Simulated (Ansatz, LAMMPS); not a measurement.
# Amorphous polyacrylonitrile (as short chains C14N4H18), relaxed from a frame at 540 K (108 atoms), the relaxed geometry

The starting structure: 3 polyacrylonitrile chains of 4 units with methyl end groups placed at random, at 0.938 g/cm³; overlaps pushed apart, then 20 ps at 800 K with MMFF94 bonds, angles, torsions, charges and radii (Halgren, J. Comput. Chem. 17, 490 (1996)) in harmonic and 12-6 forms. Snapshot after 30 ps at 540 K and fixed volume.

Geometry: the relaxed geometry. Computed with Ansatz 0.2.0: Kohn-Sham DFT, PBE+D4, PAW (set soft_2), plane waves; cutoff 420 eV, Γ point, fermi-dirac smearing of 0.05 eV; density 0.938 g/cm³.

Cell vectors (Å):

```
10.877 0.000 0.000
0.000 10.877 0.000
0.000 0.000 10.877
```

Positions (Å):

```
1 C 7.832 3.688 3.153
2 C 8.189 2.210 3.055
3 C 8.738 1.807 1.664
4 C 9.166 0.410 1.713
5 N 9.483 10.170 1.780
6 C 7.722 2.034 0.526
7 C 8.203 1.556 10.018
8 C 9.495 2.174 9.713
9 N 10.520 2.692 9.534
10 C 7.208 1.866 8.875
11 C 5.786 1.294 9.106
12 C 4.975 1.589 7.926
13 N 4.321 1.797 6.988
14 C 5.770 10.657 9.405
15 C 4.381 9.988 9.371
16 C 3.447 10.620 10.304
17 N 2.709 0.233 0.178
18 C 4.489 8.482 9.659
19 H 7.535 3.932 4.181
20 H 8.696 4.320 2.894
21 H 6.997 3.962 2.497
22 H 8.950 1.971 3.808
23 H 7.309 1.591 3.268
24 H 9.644 2.403 1.451
25 H 6.791 1.514 0.787
26 H 7.486 3.104 0.471
27 H 8.384 0.468 10.055
28 H 7.133 2.955 8.755
29 H 7.613 1.448 7.944
30 H 5.314 1.842 9.938
31 H 6.212 10.499 10.399
32 H 6.402 10.139 8.670
33 H 3.940 10.112 8.368
34 H 3.516 7.999 9.537
35 H 4.852 8.303 10.677
36 H 5.193 8.022 8.954
37 C 10.767 6.872 0.417
38 C 1.411 6.775 0.427
39 C 1.989 5.799 1.484
40 C 1.640 6.294 2.812
41 N 1.298 6.742 3.827
42 C 1.524 4.335 1.264
43 C 2.523 3.240 1.712
44 C 3.778 3.434 0.988
45 N 4.760 3.666 0.411
46 C 2.769 3.183 3.238
47 C 3.185 1.796 3.789
48 C 4.315 1.206 3.074
49 N 5.196 0.673 2.535
50 C 2.037 0.749 3.845
51 C 1.192 0.800 5.137
52 C 0.476 2.067 5.279
53 N 10.759 3.063 5.368
54 C 0.193 10.506 5.190
55 H 10.388 7.239 1.380
56 H 10.290 5.907 0.197
57 H 10.436 7.589 10.534
58 H 1.843 7.771 0.598
59 H 1.786 6.434 10.328
60 H 3.088 5.834 1.404
61 H 1.331 4.194 0.193
62 H 0.571 4.156 1.780
63 H 2.118 2.275 1.360
64 H 1.835 3.461 3.740
65 H 3.514 3.933 3.534
66 H 3.549 1.951 4.820
67 H 2.467 10.617 3.808
68 H 1.392 0.833 2.959
69 H 1.874 0.728 6.001
70 H 10.394 10.531 4.327
71 H 0.751 9.563 5.172
72 H 10.475 10.539 6.109
73 C 6.900 6.905 1.216
74 C 6.614 8.114 2.101
75 C 6.648 7.825 3.623
76 C 5.653 6.809 3.973
77 N 4.879 5.977 4.222
78 C 8.050 7.398 4.101
79 C 8.184 7.194 5.623
80 C 8.037 8.466 6.332
81 N 7.937 9.480 6.891
82 C 9.526 6.508 5.957
83 C 9.858 6.396 7.459
84 C 8.720 5.857 8.205
85 N 7.807 5.420 8.777
86 C 0.220 5.515 7.730
87 C 1.502 5.963 7.002
88 C 1.779 7.378 7.241
89 N 1.980 8.507 7.436
90 C 2.705 5.088 7.394
91 H 7.890 6.476 1.415
92 H 6.892 7.185 0.156
93 H 6.156 6.107 1.346
94 H 7.355 8.904 1.920
95 H 5.632 8.548 1.866
96 H 6.360 8.752 4.146
97 H 8.769 8.156 3.760
98 H 8.328 6.451 3.623
99 H 7.361 6.547 5.975
100 H 9.505 5.500 5.518
101 H 10.341 7.052 5.462
102 H 10.042 7.409 7.856
103 H 0.402 5.484 8.811
104 H 0.009 4.486 7.416
105 H 1.352 5.877 5.914
106 H 3.589 5.353 6.801
107 H 2.951 5.193 8.459
108 H 2.466 4.035 7.204
```

**Question.** What intrinsic-atomic-orbital charge does each atom carry?

Charges in e, in the order of the atoms, ten a line:

```
-0.517 -0.306 -0.176 +0.152 -0.272 -0.307 -0.183 +0.159 -0.269 -0.318
-0.183 +0.176 -0.279 -0.311 -0.177 +0.161 -0.276 -0.497 +0.189 +0.155
+0.178 +0.179 +0.188 +0.191 +0.186 +0.195 +0.206 +0.204 +0.198 +0.215
+0.174 +0.190 +0.221 +0.186 +0.169 +0.191 -0.528 -0.295 -0.187 +0.165
-0.275 -0.305 -0.184 +0.157 -0.270 -0.322 -0.191 +0.165 -0.279 -0.312
-0.178 +0.159 -0.283 -0.515 +0.185 +0.167 +0.191 +0.190 +0.158 +0.210
+0.197 +0.177 +0.223 +0.186 +0.203 +0.232 +0.203 +0.179 +0.223 +0.179
+0.195 +0.198 -0.521 -0.307 -0.187 +0.149 -0.271 -0.296 -0.184 +0.150
-0.267 -0.307 -0.184 +0.149 -0.262 -0.295 -0.180 +0.154 -0.283 -0.516
+0.165 +0.191 +0.176 +0.186 +0.174 +0.216 +0.194 +0.177 +0.212 +0.194
+0.191 +0.205 +0.171 +0.202 +0.218 +0.202 +0.174 +0.196
```

Forces are small here, 0.0049 eV/Å r.m.s.

[Logs are printed without paths, hosts, clocks, repeated set-up lines and the standing remarks that a program may print on its own settings, such as how far it seeks lower states.]

[Hosts, paths, dates, database ids (printed as entryN), source tags and the programs' standing remarks are cut or masked in the printed files.]

[The MMFF94 radii named for the starting cell were scaled by 0.96; in molecules described by MMFF94, hydrogen bound to N, O or S took a small fixed 12-6 site in their place.]
